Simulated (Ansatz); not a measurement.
# Dielectric response of ZnS (10-10) films

How well do thin wurtzite ZnS (10-10) films screen a perpendicular field?

Calculated with Ansatz 0.2.0; plane-wave DFT, PBE, Ansatz PAW, in the first sound run; inputs show where later runs differ.

Report form: inputs, costs, results and the conclusion, without the logs.

**1. The system as given**

The cell holds 12 atoms: 6 Zn and 6 S. Its edges and angles: a = 3.820 Å, b = 6.260 Å, c = 25.719 Å, α = 90.0°, β = 90.0°, γ = 90.0°. It derives from ZnS (wurtzite ZnS). Vacuum lies along c.

**2. Relaxation, 12 atoms, units 3**

The structure is relaxed first, because levels and dipoles at a surface follow the positions of the outer atoms.

File input.yaml:

```yaml
crystal:
  lattice:
    - [3.82, 0.0, 0.0]
    - [0.0, 6.26, 0.0]
    - [0.0, 0.0, 25.7191730991]
  atoms:
    - { symbol: Zn, position: [0.0, 0.0, 0.3499334899] }
    - { symbol: S, position: [0.0, 0.375, 0.3499334899] }
    - { symbol: Zn, position: [0.5, 0.5, 0.3928096356] }
    - { symbol: S, position: [0.5, 0.875, 0.3928096356] }
    - { symbol: Zn, position: [0.5, 0.0, 0.4785619271] }
    - { symbol: S, position: [0.5, 0.375, 0.4785619271] }
    - { symbol: Zn, position: [0.0, 0.5, 0.5214380729] }
    - { symbol: S, position: [0.0, 0.875, 0.5214380729] }
    - { symbol: Zn, position: [0.0, 0.0, 0.6071903644] }
    - { symbol: S, position: [0.0, 0.375, 0.6071903644] }
    - { symbol: Zn, position: [0.5, 0.5, 0.6500665101] }
    - { symbol: S, position: [0.5, 0.875, 0.6500665101] }
kpoints:
  mp_grid: { grid: [8, 4, 1] }
hamiltonian:
  xc: pbe
scf:
  occupations: { method: fixed }
  convergence: { dr2_threshold: 1.0e-09 }
efield:
  axis: 3
  dipole_correction: true
  ramp_position: 0.97
  ramp_width: 0.06
relax:
  f_tol: 0.003
  max_steps: 100
output:
  write_potential: true
  write_density: true
  volumetric_format: npy
```

Launch:

```console
$ ansatz run input.yaml --threads 4 --pin off --max-ram 8192MiB --backend cpu --events-out ev --progress --plain --runs-dir out
```

Run time: 2 min. Hardware: 4 threads of Arm Neoverse V2, shared host; peak memory 1.3 GiB.

Step by step:

| step | energy less that of the first step (eV) | largest force component (eV/Å) |
| --- | --- | --- |
| 1 | 0.0000 | 1.1530 |
| 2 | -0.6601 | 0.7133 |
| 3 | -0.9694 | 0.3138 |
| 4 | -1.0289 | 0.0801 |
| 5 | -1.0341 | 0.0337 |
| 6 | -1.0356 | 0.0189 |
| 7 | -1.0358 | 0.0066 |
| 8 | -1.0358 | 0.0010 |

The run keeps the 2 symmetry operations that the program found, so distortions that break them were not tested.

The atoms that moved most (Å):

```
atom     dx      dy      dz  length
Zn11  0.000   0.274  -0.478   0.551
 Zn1  0.000   0.274   0.478   0.551
 S12  0.000   0.030   0.230   0.232
  S2  0.000   0.030  -0.230   0.232
 Zn3  0.000  -0.115  -0.177   0.212
 Zn9  0.000  -0.115   0.177   0.212
 Zn5  0.000  -0.067   0.075   0.100
 Zn7  0.000  -0.067  -0.075   0.100
```

This step gave:

| Item | Value |
| --- | --- |
| gap on the k-mesh | 2.250 eV |
| dipole along the normal | -9.51e-9 e·Å |
| ionisation energy, upper face | 5.973 eV |
| electron affinity, upper face | 3.723 eV |

Running mean over 3.308 Å of the planar mean; the ramp of the sawtooth is left out. Table of electron's electrostatic potential energy less the highest filled level by z:

| z (Å) | electron's electrostatic potential energy less the highest filled level (eV) |
| --- | --- |
| 3.5 | 5.97 |
| 4.0 | 5.97 |
| 4.5 | 5.97 |
| 5.0 | 5.97 |
| 5.5 | 5.96 |
| 6.0 | 5.90 |
| 6.5 | 5.63 |
| 7.0 | 4.86 |
| 7.5 | 3.52 |
| 8.0 | 1.66 |
| 8.5 | -0.352 |
| 9.0 | -1.75 |
| 9.5 | -2.26 |
| 10.0 | -2.39 |
| 10.5 | -2.66 |
| 11.0 | -2.80 |
| 11.5 | -2.59 |
| 12.0 | -2.37 |
| 12.5 | -2.42 |
| 13.0 | -2.45 |
| 13.5 | -2.38 |
| 14.0 | -2.46 |
| 14.5 | -2.74 |
| 15.0 | -2.76 |
| 15.5 | -2.49 |
| 16.0 | -2.33 |
| 16.5 | -2.06 |
| 17.0 | -1.08 |
| 17.5 | 0.744 |
| 18.0 | 2.76 |
| 18.5 | 4.34 |
| 19.0 | 5.36 |
| 19.5 | 5.83 |
| 20.0 | 5.94 |
| 20.5 | 5.97 |
| 21.0 | 5.97 |
| 21.5 | 5.97 |
| 22.0 | 5.97 |
| 22.5 | 5.97 |

The relaxation took 8 steps and lowered the energy by 1.0 eV; the largest force on the free atoms ends at 9.8e-4 eV/Å.

The gap is 2.25 eV, with the valence edge 5.97 eV and the conduction edge 3.72 eV under the upper vacuum level.

**3. Single point on the relaxed film, 12 atoms, units 3**

The film was relaxed beforehand; a single point on the relaxed positions gives its levels and potential.

File input.yaml:

```yaml
crystal:
  lattice:
    - [3.82, 0.0, 0.0]
    - [0.0, 6.26, 0.0]
    - [0.0, 0.0, 25.7191730991]
  atoms:
    - { symbol: Zn, position: [0.0, 0.0437008108, 0.3685192199] }
    - { symbol: S, position: [0.0, 0.3797336899, 0.3409768254] }
    - { symbol: Zn, position: [0.5, 0.4815533185, 0.3859108795] }
    - { symbol: S, position: [0.5, 0.8651228934, 0.3932099387] }
    - { symbol: Zn, position: [0.5, -0.0107176233, 0.4814676082] }
    - { symbol: S, position: [0.5, 0.3656069077, 0.4756061102] }
    - { symbol: Zn, position: [0.0, 0.489282377, 0.5185323918] }
    - { symbol: S, position: [0.0, 0.8656069076, 0.5243938899] }
    - { symbol: Zn, position: [0.0, -0.0184466807, 0.6140891205] }
    - { symbol: S, position: [0.0, 0.3651228945, 0.6067900613] }
    - { symbol: Zn, position: [0.5, 0.5437008125, 0.6314807801] }
    - { symbol: S, position: [0.5, 0.8797336919, 0.6590231746] }
kpoints:
  mp_grid: { grid: [8, 4, 1] }
hamiltonian:
  xc: pbe
scf:
  occupations: { method: fixed }
  convergence: { dr2_threshold: 1.0e-09 }
efield:
  axis: 3
  dipole_correction: true
  ramp_position: 0.97
  ramp_width: 0.06
output:
  eigenvalues: true
  write_potential: true
  write_density: true
  volumetric_format: npy
```

It took 24 s on 4 threads; peak memory 1.4 GiB; 95 s of CPU time.

Numbers from this step:

| Quantity | Value |
| --- | --- |
| dipole along the normal | 1.96e-6 e·Å |
| ionisation energy, upper face | 5.972 eV |

Running mean over 3.308 Å of the planar mean; the ramp of the sawtooth is left out. Table of electron's electrostatic potential energy less the highest filled level by z:

z (Å), electron's electrostatic potential energy less the highest filled level (eV) and a bar from the least value:
```
      3.5       5.97 ##############################
      4.0       5.97 ##############################
      4.5       5.97 ##############################
      5.0       5.97 ##############################
      5.5       5.96 ##############################
      6.0       5.90 ##############################
      6.5       5.63 #############################
      7.0       4.86 ##########################
      7.5       3.52 ######################
      8.0       1.66 ###############
      8.5      -0.35 ########
      9.0      -1.75 ####
      9.5      -2.26 ##
     10.0      -2.39 #
     10.5      -2.66 
     11.0      -2.80 
     11.5      -2.59 #
     12.0      -2.37 #
     12.5      -2.42 #
     13.0      -2.45 #
     13.5      -2.38 #
     14.0      -2.46 #
     14.5      -2.74 
     15.0      -2.76 
     15.5      -2.49 #
     16.0      -2.33 ##
     16.5      -2.06 ###
     17.0      -1.08 ######
     17.5       0.74 ############
     18.0       2.76 ###################
     18.5       4.34 ########################
     19.0       5.36 ############################
     19.5       5.83 #############################
     20.0       5.94 ##############################
     20.5       5.96 ##############################
     21.0       5.97 ##############################
     21.5       5.97 ##############################
     22.0       5.97 ##############################
     22.5       5.97 ##############################
```

The gap is 2.25 eV, with the valence edge 5.97 eV and the conduction edge 3.72 eV under the upper vacuum level.

**4. Single point, 12 atoms, units 3, field 0.05 V/Å**

A sawtooth potential applies the field, turning back in the middle of the vacuum. With the dipole correction the typed value is the field outside the slab. The induced dipole is small, so the SCF threshold is tight.

Changes to input.yaml since step 3:

```diff
@@ -24,3 +24,3 @@
   occupations: { method: fixed }
-  convergence: { dr2_threshold: 1.0e-09 }
+  convergence: { dr2_threshold: 1.0e-10 }
 efield:
@@ -30,4 +30,4 @@
   ramp_width: 0.06
+  amplitude: 0.05
 output:
-  eigenvalues: true
   write_potential: true
```

It took 30 s on 4 threads; peak memory 1.4 GiB.

Read from the output:

```yaml
gap_on_the_k_mesh: 2.245 eV
dipole_along_the_normal: 0.05614 e·Å
```

The dipole is 0.0561 e·Å, and the gap on the mesh 2.245 eV.

**5. Atoms held, 12 atoms, units 3, field -0.05 V/Å**

Changes to input.yaml since step 4:

```diff
@@ -30,3 +30,3 @@
   ramp_width: 0.06
-  amplitude: 0.05
+  amplitude: -0.05
 output:
```

The job ended after 30 s (4 threads; peak memory 1.4 GiB; 2 min of CPU time).

The dipole is -0.0561 e·Å, and the gap on the mesh 2.245 eV.

**6. Response with the atoms held, 12 atoms, units 3**

This step: plane-wave DFT, PBE, Ansatz PAW; response to a field along the normal, atoms held (Ansatz 0.2.0).

The two fields give this film's response with the atoms held: the electronic part.

Numbers from this step:

```
equivalent conductor thickness p/(ε₀AE) : 8.496 Å
distance between the outer atoms        : 8.180 Å
thickness                               : 9.925 Å
inner field over outer field            : 0.1665
local ε in the middle                   : 6.004
```

Local field over the applied field, running mean. From the potentials at -0.05 and 0.05 V/Å; running mean over 3.308 Å, taken twice. Table of local field over applied field by z:

```
z (Å)  local field over applied field
  4.0                           0.989
  4.5                           0.989
  5.0                           0.974
  5.5                           0.945
  6.0                           0.898
  6.5                           0.831
  7.0                           0.744
  7.5                           0.643
  8.0                           0.536
  8.5                           0.433
  9.0                           0.343
  9.5                           0.271
 10.0                           0.221
 10.5                           0.190
 11.0                           0.174
 11.5                           0.167
 12.0                           0.166
 12.5                           0.166
 13.0                           0.166
 13.5                           0.166
 14.0                           0.166
 14.5                           0.170
 15.0                           0.182
 15.5                           0.206
 16.0                           0.247
 16.5                           0.309
 17.0                           0.392
 17.5                           0.490
 18.0                           0.597
 18.5                           0.701
 19.0                           0.795
 19.5                           0.871
 20.0                           0.927
 20.5                           0.963
 21.0                           0.984
 21.5                           0.993
```

Electrons, planar mean, per unit field. Table of induced electron density by z:

```
z (Å)  induced electron density (e/Å³ per V/Å)
  4.0                                   1.5e-6
  4.5                                   5.1e-6
  5.0                                   1.6e-5
  5.5                                   5.2e-5
  6.0                                   1.5e-4
  6.5                                   4.2e-4
  7.0                                  0.00103
  7.5                                  0.00211
  8.0                                  0.00268
  8.5                                  0.00201
  9.0                                  0.00192
  9.5                                   2.5e-4
 10.0                                 -0.00145
 10.5                                  -8.1e-4
 11.0                                  -7.4e-5
 11.5                                   2.1e-4
 12.0                                   9.6e-4
 12.5                                  0.00109
 13.0                                  -4.9e-4
 13.5                                 -0.00131
 14.0                                  -4.3e-4
 14.5                                  -5.6e-5
 15.0                                   3.6e-4
 15.5                                  0.00140
 16.0                                   6.4e-4
 16.5                                 -0.00139
 17.0                                 -0.00196
 17.5                                 -0.00240
 18.0                                 -0.00254
 18.5                                 -0.00147
 19.0                                  -6.3e-4
 19.5                                  -2.4e-4
 20.0                                  -8.3e-5
 20.5                                  -2.8e-5
 21.0                                  -8.5e-6
 21.5                                  -2.6e-6
```

By hand: between -0.05 and 0.05 V/Å the dipole changes by 0.1123 e·Å, a slope of 1.123 e·Å²/V. A perfect conductor of thickness t has p = ε₀AEt, so t = 180.95 × 1.123 / 23.913 = 8.50 Å (e/ε₀ = 180.95 V·Å, A in Å²).

The induced dipole is that of a conductor 8.50 Å thick.

**7. Field on, atoms free, 12 atoms, field 0.05 V/Å**

This step: plane-wave DFT, PBE, Ansatz PAW (Ansatz 0.2.0).

Now the atoms may follow the field. A weak field makes forces of meV/Å to tens of meV/Å, so the force tolerance is set well below the usual one.

Changes to input.yaml since step 5:

```diff
@@ -30,3 +30,6 @@
   ramp_width: 0.06
-  amplitude: -0.05
+  amplitude: 0.05
+relax:
+  f_tol: 0.0006
+  max_steps: 70
 output:
```

It took 64 s on 4 threads; peak memory 1.3 GiB; 4.2 min of CPU time.

No atom moved by 0.005 Å in the relaxation.

This step gave:

```
gap on the k-mesh       : 2.248 eV
dipole along the normal : 0.05998 e·Å
```

The relaxation took 4 steps and lowered the energy by 9.6e-5 eV; the largest force on the free atoms ends at 3.1e-4 eV/Å.

The dipole is 0.0600 e·Å, and the gap on the mesh 2.248 eV.

**8. Field on, atoms free, 12 atoms, field -0.05 V/Å**

The opposite sign, again from the field-free geometry; the difference of the two cancels what relaxes without a field.

Changes to input.yaml since step 7:

```diff
@@ -30,3 +30,3 @@
   ramp_width: 0.06
-  amplitude: 0.05
+  amplitude: -0.05
 relax:
```

Wall time 63 s (4 threads); peak memory 1.3 GiB.

No atom moved by 0.005 Å in the relaxation.

The relaxation took 4 steps and lowered the energy by 9.6e-5 eV; the largest force on the free atoms ends at 3.1e-4 eV/Å.

The dipole is -0.0600 e·Å, and the gap on the mesh 2.248 eV.

**9. Response with the atoms relaxed, 12 atoms, units 3**

This step: plane-wave DFT, PBE, Ansatz PAW; response to a field along the normal, atoms relaxed (Ansatz 0.2.0).

The two relaxed runs give the static response.

Numbers from this step:

| Property | Result |
| --- | --- |
| equivalent conductor thickness p/(ε₀AE) | 9.078 Å |
| inner field over outer field | 0.1128 |
| local ε in the middle | 8.865 |

Local field over the applied field, running mean. From the potentials at -0.05 and 0.05 V/Å; running mean over 3.308 Å, taken twice. Table of local field over applied field by z:

```
z (Å)  local field over applied field
    4                           0.989
    5                           0.969
    6                           0.906
    7                           0.735
    8                           0.514
    9                           0.290
   10                           0.145
   11                           0.110
   12                           0.107
   13                           0.130
   14                           0.103
   15                           0.118
   16                           0.167
   17                           0.354
   18                           0.577
   19                           0.794
   20                           0.929
   21                           0.981
```

The induced dipole is that of a conductor 9.08 Å thick.

**10. Relaxing the film, 16 atoms, units 4**

This step: plane-wave DFT, PBE, Ansatz PAW (Ansatz 0.2.0).

System of this step: ZnS (10-10), 4 units. The cell holds 16 atoms: 8 Zn and 8 S. Its edges and angles: a = 3.820 Å, b = 6.260 Å, c = 29.027 Å, α = 90.0°, β = 90.0°, γ = 90.0°. It derives from ZnS (wurtzite ZnS). Vacuum lies along c.

The next thickness, treated alike, so that differences show the interior and the faces cancel.

File input.yaml:

```yaml
crystal:
  lattice:
    - [3.82, 0.0, 0.0]
    - [0.0, 6.26, 0.0]
    - [0.0, 0.0, 29.0273901415]
  atoms:
    - { symbol: Zn, position: [0.0, 0.0, 0.3100519873] }
    - { symbol: S, position: [0.0, 0.375, 0.3100519873] }
    - { symbol: Zn, position: [0.5, 0.5, 0.3480415899] }
    - { symbol: S, position: [0.5, 0.875, 0.3480415899] }
    - { symbol: Zn, position: [0.5, 0.0, 0.4240207949] }
    - { symbol: S, position: [0.5, 0.375, 0.4240207949] }
    - { symbol: Zn, position: [0.0, 0.5, 0.4620103975] }
    - { symbol: S, position: [0.0, 0.875, 0.4620103975] }
    - { symbol: Zn, position: [0.0, 0.0, 0.5379896025] }
    - { symbol: S, position: [0.0, 0.375, 0.5379896025] }
    - { symbol: Zn, position: [0.5, 0.5, 0.5759792051] }
    - { symbol: S, position: [0.5, 0.875, 0.5759792051] }
    - { symbol: Zn, position: [0.5, 0.0, 0.6519584101] }
    - { symbol: S, position: [0.5, 0.375, 0.6519584101] }
    - { symbol: Zn, position: [0.0, 0.5, 0.6899480127] }
    - { symbol: S, position: [0.0, 0.875, 0.6899480127] }
kpoints:
  mp_grid: { grid: [8, 4, 1] }
hamiltonian:
  xc: pbe
scf:
  occupations: { method: fixed }
  convergence: { dr2_threshold: 1.0e-09 }
efield:
  axis: 3
  dipole_correction: true
  ramp_position: 0.97
  ramp_width: 0.06
relax:
  f_tol: 0.003
  max_steps: 100
output:
  write_potential: true
  write_density: true
  volumetric_format: npy
```

Wall time 3.4 min (4 threads); peak memory 1.7 GiB; 14 min of CPU time.

The steps of the relaxation:

```csv
step,energy less that of the first step (eV),largest force component (eV/Å)
1,0.0000,1.1462
2,-0.6807,0.7213
3,-0.9912,0.2972
4,-1.0453,0.0666
5,-1.0477,0.0562
6,-1.0503,0.0177
7,-1.0504,0.0045
8,-1.0505,0.0007
```

Forces are held to the 2 operations that the program found; a distortion that breaks them can't arise in this run.

The atoms that moved most (Å):

| atom | dx | dy | dz | length |
| --- | --- | --- | --- | --- |
| Zn1 | 0.000 | 0.292 | 0.450 | 0.537 |
| Zn15 | 0.000 | 0.292 | -0.450 | 0.537 |
| S2 | 0.000 | 0.051 | -0.243 | 0.248 |
| S16 | 0.000 | 0.051 | 0.243 | 0.248 |
| Zn13 | 0.000 | -0.103 | 0.183 | 0.210 |
| Zn3 | 0.000 | -0.103 | -0.183 | 0.210 |
| S6 | 0.000 | -0.038 | -0.083 | 0.091 |
| S12 | 0.000 | -0.038 | 0.083 | 0.091 |

The relaxed structure:

```cif
data_structure
_symmetry_space_group_name_H-M 'P 1'
_symmetry_Int_Tables_number 1
_cell_length_a 3.8200
_cell_length_b 6.2600
_cell_length_c 29.0274
_cell_angle_alpha 90.000
_cell_angle_beta 90.000
_cell_angle_gamma 90.000
_cell_volume 694.14
loop_
_atom_site_label
_atom_site_type_symbol
_atom_site_fract_x
_atom_site_fract_y
_atom_site_fract_z
_atom_site_occupancy
Zn1 Zn 0.00000 0.04658 0.32557 1
S2 S 0.00000 0.38321 0.30168 1
Zn3 Zn 0.50000 0.48354 0.34175 1
S4 S 0.50000 0.86776 0.34734 1
Zn5 Zn 0.50000 0.99371 0.42517 1
S6 S 0.50000 0.36893 0.42116 1
Zn7 Zn 0.00000 0.48979 0.46007 1
S8 S 0.00000 0.86649 0.46293 1
Zn9 Zn 0.00000 0.98979 0.53993 1
S10 S 0.00000 0.36649 0.53707 1
Zn11 Zn 0.50000 0.49371 0.57483 1
S12 S 0.50000 0.86893 0.57884 1
Zn13 Zn 0.50000 0.98354 0.65825 1
S14 S 0.50000 0.36776 0.65266 1
Zn15 Zn 0.00000 0.54658 0.67443 1
S16 S 0.00000 0.88321 0.69832 1
```

The relaxation took 8 steps and lowered the energy by 1.1 eV; the largest force on the free atoms ends at 6.5e-4 eV/Å.

The gap is 2.20 eV, with the valence edge 5.98 eV and the conduction edge 3.78 eV under the upper vacuum level.

(Part 1 of 3 ends here.)

[Long decimals in the printed logs are rounded to 6 places.]

[Logs are printed without paths, hosts, clocks, repeated set-up lines and the standing remarks that a program may print on its own settings, such as how far it seeks lower states.]

[Hosts, paths, dates, database ids (printed as entryN), source tags and the programs' standing remarks are cut or masked in the printed files.]

[Maps of the electrostatic potential energy from Ansatz leave out the sawtooth potential of an applied field or a dipole correction, so their vacuum need not be flat; planar profiles and work functions include it.]
